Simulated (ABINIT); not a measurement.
# BaLiF3 (Pm-3m): G0W0 in ABINIT against the bands in the self-energy, part 2 of 2

Wanted: the cheapest bands in the self-energy that holds the gap of BaLiF3 (Pm-3m).

ABINIT 10.8.3; LDA and many-body steps on it, plane waves. Known limits of the many-body steps: not at the basis limit; no spin-orbit coupling; coarse k mesh.

So far. Step 2 (Screening, 2×2×2 mesh, 120 bands, screening to 176.9 eV): Local fields lower ε∞ by 8 %. On a Γ-centred mesh this coarse the value itself is usually too large, while a short band sum pulls it down.

### Step 5. 43 bands

Level of this step: G0W0 on LDA, plane waves, norm-conserving pseudopotentials (ABINIT).

The self-energy is evaluated for the states that the input lists, and the levels follow from it, in one-shot runs by the linearised quasiparticle equation.

The input, run.abi:

```
acell 3*1.0 Angstrom
rprim 
  3.988581640000 0.000000000000 0.000000000000
  0.000000000000 3.988581640000 0.000000000000
  0.000000000000 0.000000000000 3.988581640000
ntypat 3
znucl 56 3 9
natom 5
typat 1 2 3 3 3
xred 
  0.000000000000 0.000000000000 0.000000000000
  0.500000000000 0.500000000000 0.500000000000
  0.000000000000 0.500000000000 0.500000000000
  0.500000000000 0.500000000000 0.000000000000
  0.500000000000 0.000000000000 0.500000000000
pp_dirpath "pseudos"
pseudos "Ba.upf, Li.upf, F.upf"
ecut 36
ngkpt 2 2 2
nshiftk 1
shiftk 0 0 0
kptopt 1
chksymbreak 0
istwfk *1
occopt 1
irdwfk 1
optdriver 4
nband 43
gwcalctyp 0
ecutsigx 36
symsigma 1
nkptgw 1
kptgw 
  0.0000000000 0.0000000000 0.0000000000
bdgw 
  15 19
ecuteps 6.5
irdscr 1
ppmodel 1
indata_prefix "in"
outdata_prefix "out"
tmpdata_prefix "tmp"
```

Run with:

```console
$ OMP_NUM_THREADS=1 mpirun -n 4 abinit run.abi > log
```

What it wrote:

```text
.Version 10.8.3 of ABINIT. v10.8.2 released Aug 2026.

 Symmetries : space group Pm -3 m (#221); Bravais cP (primitive cubic)
[... echo of the input left out ...]
== DATASET  1 ==================================================================
-   mpi_nproc: 4, omp_nthreads: 1 (-1 if OMP is not activated)

--- !DatasetInfo
iteration_state: {dtset: 1, }
dimensions: {natom: 5, nkpt: 4, mband: 43, nsppol: 1, nspinor: 1, nspden: 1, mpw: 4468, }
cutoff_energies: {ecut:  36.0, pawecutdg:  -1.0, }
[...]
17   1.789 -22.500 -29.824   5.974   0.808  -0.237 -23.591  -1.092   0.698
       18   8.340 -10.222  -4.967  -2.901   0.882  -0.134  -8.145   2.077  10.417
       19   8.340 -10.222  -4.967  -2.901   0.882  -0.134  -8.145   2.077  10.417

== END DATASET(S) ==============================================================
================================================================================

 -outvars: echo values of variables after computation  --------
           etotal      0.0000000000E+00
            nband          43
             nkpt           4
          spgroup         221
 [... the other variables as echoed above ...]

 Calculation completed.
```

The job ended after 4.5 s (4 MPI ranks of Arm Neoverse V1, shared host; peak memory 0.69 GiB; 18 s of CPU time).

Numbers from this step:

```yaml
g0w0_gap_on_the_points_computed: 9.719 eV
starting_gap_on_the_mesh: 6.550 eV
k_of_the_valence_top: 0, 0, 0
k_of_the_conduction_bottom: 0, 0, 0
least_direct_g0w0_gap_on_the_computed_points: 9.719 eV
```

The gap on the mesh goes from 6.55 eV to 9.72 eV, a correction of +3.17 eV.

### Step 6. 77 bands

run.abi: that of step 5 with these lines changed.

```diff
@@ -27,3 +27,3 @@
 optdriver 4
-nband 43
+nband 77
 gwcalctyp 0
```

What it wrote:

```text
.Version 10.8.3 of ABINIT. v10.8.2 released Aug 2026.

 Symmetries : space group Pm -3 m (#221); Bravais cP (primitive cubic)
[... echo of the input left out ...]
== DATASET  1 ==================================================================
-   mpi_nproc: 4, omp_nthreads: 1 (-1 if OMP is not activated)

--- !DatasetInfo
iteration_state: {dtset: 1, }
dimensions: {natom: 5, nkpt: 4, mband: 77, nsppol: 1, nspinor: 1, nspden: 1, mpw: 4468, }
cutoff_energies: {ecut:  36.0, pawecutdg:  -1.0, }
[...]
17   1.789 -22.500 -29.824   5.560   0.805  -0.242 -23.920  -1.420   0.369
       18   8.340 -10.222  -4.967  -3.253   0.878  -0.139  -8.464   1.758  10.098
       19   8.340 -10.222  -4.967  -3.253   0.878  -0.139  -8.464   1.758  10.098

== END DATASET(S) ==============================================================
================================================================================

 -outvars: echo values of variables after computation  --------
           etotal      0.0000000000E+00
            nband          77
             nkpt           4
          spgroup         221
 [... the other variables as echoed above ...]

 Calculation completed.
```

The job ended after 5.5 s (4 MPI ranks; peak memory 0.69 GiB; 22 s of CPU time).

Numbers from this step:

| Item | Value |
| --- | --- |
| G0W0 gap on the points computed | 9.729 eV |
| starting gap on the mesh | 6.550 eV |
| k of the valence top | 0, 0, 0 |
| k of the conduction bottom | 0, 0, 0 |
| least direct G0W0 gap on the computed points | 9.729 eV |

Against the run before, the gap moves by +0.010 eV.

### Step 7. 120 bands

run.abi: that of step 6 with these lines changed.

```diff
@@ -27,3 +27,3 @@
 optdriver 4
-nband 77
+nband 120
 gwcalctyp 0
```

What it wrote:

```text
.Version 10.8.3 of ABINIT. v10.8.2 released Aug 2026.

 Symmetries : space group Pm -3 m (#221); Bravais cP (primitive cubic)
[... echo of the input left out ...]
== DATASET  1 ==================================================================
-   mpi_nproc: 4, omp_nthreads: 1 (-1 if OMP is not activated)

--- !DatasetInfo
iteration_state: {dtset: 1, }
dimensions: {natom: 5, nkpt: 4, mband: 120, nsppol: 1, nspinor: 1, nspden: 1, mpw: 4468, }
cutoff_energies: {ecut:  36.0, pawecutdg:  -1.0, }
[...]
17   1.789 -22.500 -29.824   5.348   0.804  -0.244 -24.088  -1.588   0.201
       18   8.340 -10.222  -4.967  -3.392   0.877  -0.140  -8.588   1.634   9.974
       19   8.340 -10.222  -4.967  -3.392   0.877  -0.140  -8.588   1.634   9.974

== END DATASET(S) ==============================================================
================================================================================

 -outvars: echo values of variables after computation  --------
           etotal      0.0000000000E+00
            nband         120
             nkpt           4
          spgroup         221
 [... the other variables as echoed above ...]

 Calculation completed.
```

The job ended after 6.7 s (4 MPI ranks; peak memory 0.69 GiB).

This step gave:

```
G0W0 gap on the points computed              : 9.773 eV
starting gap on the mesh                     : 6.550 eV
k of the valence top                         : 0, 0, 0
k of the conduction bottom                   : 0, 0, 0
least direct G0W0 gap on the computed points : 9.773 eV
```

Against the run before, the gap moves by +0.044 eV.

### Step 8. Side by side

Times are wall times on 4 MPI ranks of Arm Neoverse V1, shared host, good to a factor of about two. A run's time includes the screening step that it read.

```tsv
run	mesh	bands	screening cutoff (eV)	DFT gap (eV)	gap on the mesh (eV)	direct (eV)	ε∞ used	time
25 bands	2×2×2	25	176.9	6.550	10.221	10.221	2.69	17 s
26 bands	2×2×2	26	176.9	6.550	10.212	10.212	2.69	17 s
43 bands	2×2×2	43	176.9	6.550	9.719	9.719	2.69	17 s
77 bands	2×2×2	77	176.9	6.550	9.729	9.729	2.69	18 s
120 bands	2×2×2	120	176.9	6.550	9.773	9.773	2.69	20 s
```

### Step 9. What came out

```yaml
25_bands: 10.221 eV
26_bands: 10.212 eV
43_bands: 9.719 eV
77_bands: 9.729 eV
120_bands: 9.773 eV
known_limits: not at the basis limit; no spin-orbit coupling; coarse k mesh
```

**Reading.** The setting moved: bands in the self-energy. From 25 bands to 120 bands the gap moves by −0.45 eV, not steadily: it passes through 9.72 eV. The last step still moves it by +0.044 eV. Bands and screening cutoff are coupled, so a series along one setting does not show full convergence. Bands and cutoff are finite, so the gap is not at the basis limit. The miss can reach some tenths of an eV and take either sign; the mesh is an error of its own. In the first G0W0 run levels were corrected at 1 k point alone, so a gap called «on the mesh» is the least over those, and an edge elsewhere would be missed. The 2×2×2 mesh is coarse for this cell, which bears on the long-range parts of exchange and screening. This is the ideal cubic cell; many perovskites, halides above all, are cubic only on average, and local tilts or off-centring can widen the gap. The many-body steps are scalar-relativistic: spin-orbit coupling is not in them.

[Paths, hosts, dates, memory and timing lines, banners, echoed tables and standing remarks are left out of the program output.]

[Logs are printed without paths, hosts, clocks, repeated set-up lines and the standing remarks that a program may print on its own settings, such as how far it seeks lower states.]

[Runs of the session that timed out or met a known fault of the program may be left out.]

[No measured gap is set beside runs whose start may be inverted or whose files or cutoffs have a known fault.]

[Hosts, paths, dates, database ids (printed as entryN), source tags and the programs' standing remarks are cut or masked in the printed files.]

[G0W0 gaps are taken among the corrected bands and points alone; a level outside them can change the order at an edge.]

[Where Ansatz stands beside ABINIT at settings called matched, ABINIT's density can come from a denser mesh and the files from another edition; pairs whose starting gaps differed by over 0.03 eV were left out, so agreement reads better than it is.]
